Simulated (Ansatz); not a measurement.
# YTe (Fm-3m): following an unstable mode

Aim: this structure of YTe (Fm-3m) is to be tested for unstable modes, and one is followed downhill.

Main program and level: Ansatz 0.2.0; DFT PBEsol, scalar-relativistic, plane waves, PAW; PAW set soft_1.

Report form: the programs' logs are mostly left out.

The database entry behind the starting cell differs from later determinations by our own check (0.1 to 0.3 % short, probably kX units), so it need not match the best structure at ambient conditions.

### 1. The structure

The structure is cubic, space group Fm-3m (No. 225). Conventional cell: a = 6.079 Å, b = 6.079 Å, c = 6.079 Å, α = 90.00°, β = 90.00°, γ = 90.00°. Y has 6 Te at 3.04 Å nearest. Nearest to Te lie 6 Y at 3.04 Å. Farther neighbours and most contacts between anions are not listed.

### 2. The dispersion

The cell comes from relaxations at this level that are not shown. Stability and thermal properties need the whole zone. Linear response on a 4×4×4 q mesh gives force constants as far as a supercell of that size would.

Input file input.yaml:

```yaml
crystal:
  lattice:
    - [0.0, 3.0396212723, 3.0396212723]
    - [3.0396212723, 0.0, 3.0396212723]
    - [3.0396212723, 3.0396212723, 0.0]
  atoms:
    - { symbol: "Y", position: [0.5, 0.5, 0.5] }
    - { symbol: Te, position: [0.0, 0.0, 0.0] }
kpoints:
  mp_grid: { grid: [12, 12, 12] }
hamiltonian:
  xc: pbesol
  pseudopotentials: { kind: paw, azcp: { folder: soft_1 }, xc_functional: pbe }
scf:
  occupations: { method: methfessel_paxton, width: 0.2 }
output:
  eigenvalues: true
phonons:
  method: dfpt
  qmesh: [4, 4, 4]
  temperatures: { t_max: 1000, t_step: 50 }
  qpath:
    path:
      - [[0.0, 0.0, 0.0], [0.5, 0.0, 0.5], [0.625, 0.25, 0.625]]
      - [[0.375, 0.375, 0.75], [0.0, 0.0, 0.0], [0.5, 0.5, 0.5], [0.5, 0.25, 0.75], [0.5, 0.0, 0.5]]
    npoints: 10
```

On the command line:

```
> ansatz run input.yaml --threads 4 --pin off --max-ram 10240MiB --backend cpu --events-out ev --progress --plain --runs-dir out
```

The job ended after 6.3 min (4 threads of Arm Neoverse V1, shared host; peak memory 4.1 GiB).

Numbers from this step:

| Quantity | Value |
| --- | --- |
| volume per atom | 28.08 Å³ |
| gap on the k-mesh | 0 eV |
| sum-rule residual before enforcement | 6.52e-5 eV/Å² |
| lowest frequency on the path | -28.30 cm⁻¹ |
| point group | m-3m |
| highest frequency on the path or at a solved wavevector | 178.4 cm⁻¹ |
| highest optical mode at the zone centre (no LO-TO term) | 177.3 cm⁻¹ |
| lowest optical zone-centre mode | 177.3 cm⁻¹ |
| lowest mode on the q mesh (acoustic modes at Γ apart) | -21.08 cm⁻¹ |

Frequencies (cm⁻¹) solved at each irreducible wavevector; negative means imaginary. Frequencies by wavevector, by row:

```
q in reciprocal lattice units  star  mode 1  mode 2  mode 3  mode 4  mode 5  mode 6
                        0 0 0     1       0       0       0   177.3   177.3   177.3
                     0 0 0.25     8    67.2    67.2    77.2   163.4   164.1   164.1
                     0 0 -0.5     4      83   120.7   120.7   124.6   124.6   135.7
                  0 0.25 0.25     6    30.7    30.7   113.6   129.6   178.3   178.3
                  0 0.25 -0.5    24    43.1    70.8    73.6   159.6   161.4   163.4
                 0 0.25 -0.25    12    36.4      99   114.4   124.8   131.8   175.4
                  0 -0.5 -0.5     3   -21.1    32.6    32.6   173.2     175     175
              0.25 -0.5 -0.25     6    26.9    26.9    98.1   127.5   173.6   173.6
```

Interpolated from a 4×4×4 q mesh. Phonon branches along the path, in cm⁻¹:

```
    point  branch 1  branch 2  branch 3  branch 4  branch 5  branch 6
        Γ         0         0         0       177       177       177
  halfway        31        31       114       130       178       178
        X       -21        33        33       173       175       175
  halfway       -26        45        46       171       172       173
        U       -27        68        68       160       162       172
jump to K       -27        68        68       160       162       172
  halfway        39        93        96       144       145       178
        Γ         0         0         0       177       177       177
  halfway        67        67        77       163       164       164
        L        83       121       121       125       125       136
  halfway        50        68       111       129       160       161
        W        27        27        98       128       174       174
  halfway       -27        44        62       159       172       176
        X       -21        33        33       173       175       175
```

Symmetry leaves 8 wavevectors to solve. The lowest mode among them, the acoustic zeros apart, lies at q = (0, -0.5, -0.5) and is imaginary, 21.1i cm⁻¹, so the energy falls along it. Between them the interpolated path dips to 28i cm⁻¹.

### 3. The mode frozen in, largest atomic shift 0 Å

The mode followed lies at q = (0, -0.5, -0.5) with frequency 21.1i cm⁻¹, the softest among the wavevectors solved. At small amplitude the distorted cell has space group no. 129 by a symmetry search on the positions. The undistorted cell that holds it gives the zero of energy on the same k mesh.

System of this step: YTe. The structure is cubic, space group Fm-3m (No. 225). Conventional cell: a = 6.079 Å, b = 6.079 Å, c = 6.079 Å, α = 90.00°, β = 90.00°, γ = 90.00°. Nearest to Y lie 6 Te at 3.04 Å. Te has 6 Y at 3.04 Å nearest. Farther neighbours and most contacts between anions are not listed.

input.yaml, the sections that differ from step 2:

```yaml
crystal:
  lattice:
    - [0.0, -3.0396212723, -3.0396212723]
    - [0.0, 3.0396212723, -3.0396212723]
    - [6.0792425447, 0.0, 0.0]
  atoms:
    - { symbol: "Y", position: [0.5, 0.5, 0.0] }
    - { symbol: "Y", position: [0.0, 0.0, 0.5] }
    - { symbol: Te, position: [0.5, 0.5, 0.5] }
    - { symbol: Te, position: [0.0, 0.0, 0.0] }
kpoints:
  mp_grid: { grid: [10, 10, 8] }
output:
  forces: true
  stress: true
  eigenvalues: true
# hamiltonian, scf: as in step 2
# phonons: removed
```

Run time: 5.7 s. Hardware: 4 threads; peak memory 0.58 GiB; 22 s of CPU time.

Numbers from this step:

```
pressure                         : 0.02551 GPa
energy from the undistorted cell : 0 meV/atom
```

The run ends at a pressure of 0.03 GPa.

### 4. The mode frozen in, largest atomic shift 0.22 Å

The atoms are moved along the unstable eigenvector, the largest shift by 0.22 Å, with the cell fixed.

input.yaml, the sections that differ from step 3:

```yaml
crystal:
  lattice:
    - [0.0, -3.0396212723, -3.0396212723]
    - [0.0, 3.0396212723, -3.0396212723]
    - [6.0792425447, 0.0, 0.0]
  atoms:
    - { symbol: "Y", position: [0.5, 0.5, -0.036188719] }
    - { symbol: "Y", position: [0.0, 0.0, 0.536188719] }
    - { symbol: Te, position: [0.5, 0.5, 0.4716363908] }
    - { symbol: Te, position: [0.0, 0.0, 0.0283636092] }
# kpoints, hamiltonian, scf, output: as in step 3
```

The job ended after 5.8 s (4 threads; peak memory 0.58 GiB; 22 s of CPU time).

Numbers from this step:

```yaml
pressure: -0.1660 GPa
energy_from_the_undistorted_cell: -2.529 meV/atom
```

The energy, extrapolated to zero smearing, is -2.53 meV/atom against the undistorted cell.

The run ends at a pressure of -0.17 GPa, with forces up to 0.043 eV/Å.

### 5. Energy along the mode, all amplitudes (two of the runs are shown above)

An imaginary frequency means negative curvature, so the energy should fall and then rise again as anharmonic terms take over.

Numbers from this step:

```yaml
depth_at_the_lowest_point_sampled: 2.529 meV/atom
largest_atomic_shift_at_that_point: 0.22 Å
```

Table of energy from the parent by largest atomic shift:

```
largest atomic shift (Å)  energy from the parent (meV/atom)
                   0.000                                  0
                   0.040                             -0.196
                   0.080                             -0.773
                   0.140                              -2.02
                   0.220                              -2.53
                   0.320                               2.88
                   0.450                               37.0
```

Displacement at unit largest shift by atom:

```
atom  x (Å)  y (Å)  z (Å)  size
  Y1  -1.00   0.00   0.00  1.00
  Y2   1.00   0.00   0.00  1.00
 Te3  -0.78   0.00   0.00  0.78
 Te4   0.78   0.00   0.00  0.78
```

The lowest of the steps tried is at 0.22 Å, 2.53 meV/atom below the parent; the bottom of the well need not coincide with a step.

### 6. Relaxation from the frozen mode

Starting from the lowest point found, all atoms and the cell are let go, so that strain and other modes of the same symmetry can join in.

Changes to input.yaml since step 4:

```diff
@@ -21 +21,6 @@
   eigenvalues: true
+relax:
+  adjacent_minimum: "off"
+  f_tol: 0.002
+  max_steps: 120
+  cell: { stress_tol: 0.03 }
```

It took 51 s on 4 threads; peak memory 0.63 GiB.

The steps of the relaxation:

```
step  energy less that of the first step (eV)  largest force component (eV/Å)  pressure (GPa)  volume (Å³)
   1                                   0.0000                          0.0428           -0.17       112.34
   2                                  -0.0177                          0.2056            0.35       111.43
   3                                  -0.0337                          0.2754            1.05       109.20
   4                                  -0.0444                          0.0914            0.10       111.50
   5                                  -0.0423                          0.1365           -1.00       113.13
   6                                  -0.0539                          0.0377            0.08       111.43
   7                                  -0.0542                          0.0017            0.00       111.48
  8*                                  -0.0541                          0.0017            0.00       111.48
```

Relaxation steps marked * repeat the geometry before them on a plane-wave basis chosen anew for their cell, so energy and pressure can jump there. Relaxation step 5 was tried and not accepted.

Forces are held to the 16 operations that the run works with; a distortion that breaks them can't arise in this run.

```
conventional cell, symmetrised  before  after  change
                         a (Å)   4.299  4.207  -2.1 %
                         b (Å)   4.299  4.207  -2.1 %
                         c (Å)   6.079  6.299  +3.6 %
              volume (Å³/atom)   28.08  27.87  -0.8 %
```

The atoms that moved most (Å, as changes of fractional coordinates times the final cell):

```
atom      dx     dy     dz  length
  Y1  -0.140  0.000  0.000   0.140
  Y2   0.140  0.000  0.000   0.140
 Te4   0.099  0.000  0.000   0.099
 Te3  -0.099  0.000  0.000   0.099
```

Final coordinates:

```cif
data_structure
_symmetry_space_group_name_H-M 'P 1'
_symmetry_Int_Tables_number 1
_cell_length_a 4.2067
_cell_length_b 4.2067
_cell_length_c 6.2994
_cell_angle_alpha 90.000
_cell_angle_beta 90.000
_cell_angle_gamma 90.000
_cell_volume 111.48
loop_
_atom_site_label
_atom_site_type_symbol
_atom_site_fract_x
_atom_site_fract_y
_atom_site_fract_z
_atom_site_occupancy
Y1 Y 0.50000 0.50000 0.94163 1
Y2 Y 0.00000 0.00000 0.55837 1
Te3 Te 0.50000 0.50000 0.45585 1
Te4 Te 0.00000 0.00000 0.04415 1
```

This step gave:

| Item | Value |
| --- | --- |
| pressure | -0.003798 GPa |
| volume per atom | 27.87 Å³ |

The distorted start has space group P4/nmm; the relaxation ends in P4/nmm.

### 7. The new phase in its own primitive cell

The relaxed structure is symmetrised, reduced to its primitive cell and relaxed tightly, as its phonons need.

input.yaml, the sections that differ from step 6:

```yaml
crystal:
  lattice:
    - [4.2067316436, 0.0, 0.0]
    - [0.0, 4.2067316436, 0.0]
    - [0.0, 0.0, 6.2993942798]
  atoms:
    - { symbol: "Y", position: [0.0, 0.5, 0.691631678] }
    - { symbol: "Y", position: [0.5, 0.0, 0.308368322] }
    - { symbol: Te, position: [0.0, 0.5, 0.205853098] }
    - { symbol: Te, position: [0.5, 0.0, 0.794146902] }
relax:
  adjacent_minimum: "off"
  f_tol: 0.001
  max_steps: 60
  cell: { stress_tol: 0.01 }
# kpoints, hamiltonian, scf, output: as in step 6
```

It took 24 s on 4 threads; peak memory 0.62 GiB.

Little changed from the start: no atom moved by 0.005 Å and no cell edge by 0.1 %.

This step gave:

```yaml
pressure: 6.89e-5 GPa
```

The largest force component left is 0.11 meV/Å and the pressure is 0.000 GPa, within the tolerances set. The cell now holds 27.87 Å³/atom.

### 8. Modes of the new phase, k-mesh 10×10×8

A relaxed structure may still be a saddle point, so its zone-centre modes are computed. No field response is asked, since the mesh shows no gap.

input.yaml, the sections that differ from step 7:

```yaml
crystal:
  lattice:
    - [4.206807412, 0.0, 0.0]
    - [0.0, 4.206807412, 0.0]
    - [0.0, 0.0, 6.2990948961]
  atoms:
    - { symbol: "Y", position: [0.0, 0.5, 0.6917256164] }
    - { symbol: "Y", position: [0.5, 0.0, 0.3082743836] }
    - { symbol: Te, position: [0.0, 0.5, 0.2059359549] }
    - { symbol: Te, position: [0.5, 0.0, 0.7940640451] }
output:
  eigenvalues: true
phonons:
  method: dfpt
# kpoints, hamiltonian, scf: as in step 7
# relax: removed
```

Wall time 87 s (4 threads); peak memory 2.2 GiB; 5.5 min of CPU time.

This step gave:

* sum-rule residual before enforcement: 5.29e-5 eV/Å²
* point group: 4/mmm
* highest optical mode at the zone centre (no LO-TO term): 177.7 cm⁻¹
* lowest optical zone-centre mode: 52.31 cm⁻¹

Patterns of degenerate modes are one choice out of their space. Modes at Γ, with each element's share of the kinetic energy:

```
mode  frequency (cm⁻¹)  symmetry  Y %  Te %
   1               0.0  acoustic   41    59
   2               0.0  acoustic   41    59
   3               0.0  acoustic   41    59
   4              52.3        Eg   39    61
   5              52.3        Eg   39    61
   6              90.7       A1g   36    64
   7             157.8       A1g   64    36
   8             166.7       A2u   59    41
   9             171.8        Eu   59    41
  10             171.8        Eu   59    41
  11             177.7        Eg   61    39
  12             177.7        Eg   61    39
```

Displacements in mode 4 (52.3 cm⁻¹), the largest set to 1:
```
Y1   0.00  0.95  0.00
Y2   0.00 -0.95  0.00
Te3  0.00 -1.00  0.00
Te4  0.00  1.00  0.00
```

Displacements in mode 7 (157.8 cm⁻¹), the largest set to 1:
```
Y1   0.00  0.00  1.00
Y2   0.00  0.00 -1.00
Te3  0.00  0.00 -0.63
Te4  0.00  0.00  0.63
```

Before it was imposed, the acoustic sum rule was missed by 5.3e-5 eV/Å². Small misses are needed for a sound result but don't prove that mesh and cutoff are converged. The lowest optical mode is real, 52.3 cm⁻¹.

### 9. The phases reached

The phases reached along the modes that were followed are set side by side.

Energies are those of the first relaxation, on the mesh of the frozen mode; space group, volume and gap are those of the last relaxation. Phases, by row:

```
               mode frozen in  space group  energy from parent (meV/atom)  volume (Å³/atom)  gap on mesh (eV)  lowest zone-centre optical mode (cm⁻¹)  largest shift (Å)
                       parent        Fm-3m                              0             28.08                 0                                       –                  –
q = (0, -0.5, -0.5), 21i cm⁻¹       P4/nmm                         -15.98             27.87                 0                                    52.3              0.368
```

### 10. What came out

* unstable mode of the parent: q = (0, -0.5, -0.5), 21i cm⁻¹
* depth at the lowest point sampled: 2.53 meV/atom
* largest atomic shift at that point: 0.22 Å
* space group reached (within 0.01 Å): P4/nmm
* energy gained over the parent (first relaxation, on the mesh of the frozen mode): 16.0 meV/atom
* volume per atom, phase reached: 27.9 Å³
* lowest optical zone-centre mode, phase reached: 52.3 cm⁻¹
* highest optical mode at the zone centre (no LO-TO term), phase reached: 178 cm⁻¹

**Reading.** Along this mode the structure falls into P4/nmm, 16.0 meV/atom below the parent. At the parent's cell the well is 2.529 meV/atom deep on the steps tried, with its lowest point at a shift of 0.22 Å. Relaxing atoms and cell changes the gain by +13.45 meV/atom against the lowest step (energies at zero smearing). Most of the total comes from this relaxation. The new phase has no imaginary mode at the zone centre of its cell; other wavevectors were not checked. Each path keeps the symmetry of its pattern, so a lower phase may lie along a pattern not tried. With no gap, or one that is small against the smearing, the frequencies hang on the k mesh and the smearing, most of all near Kohn anomalies. The phonon runs are without spin polarisation, although the cell has an odd electron count. Spin-orbit coupling is left out, which can matter for the heavy elements here. The PAW files were made for PBE and serve the other functionals too. A phonon run warned that its eigensolver left some bands unconverged in a pass.

[Logs are printed without paths, hosts, clocks, repeated set-up lines and the standing remarks that a program may print on its own settings, such as how far it seeks lower states.]

[Hosts, paths, dates, database ids (printed as entryN), source tags and the programs' standing remarks are cut or masked in the printed files.]
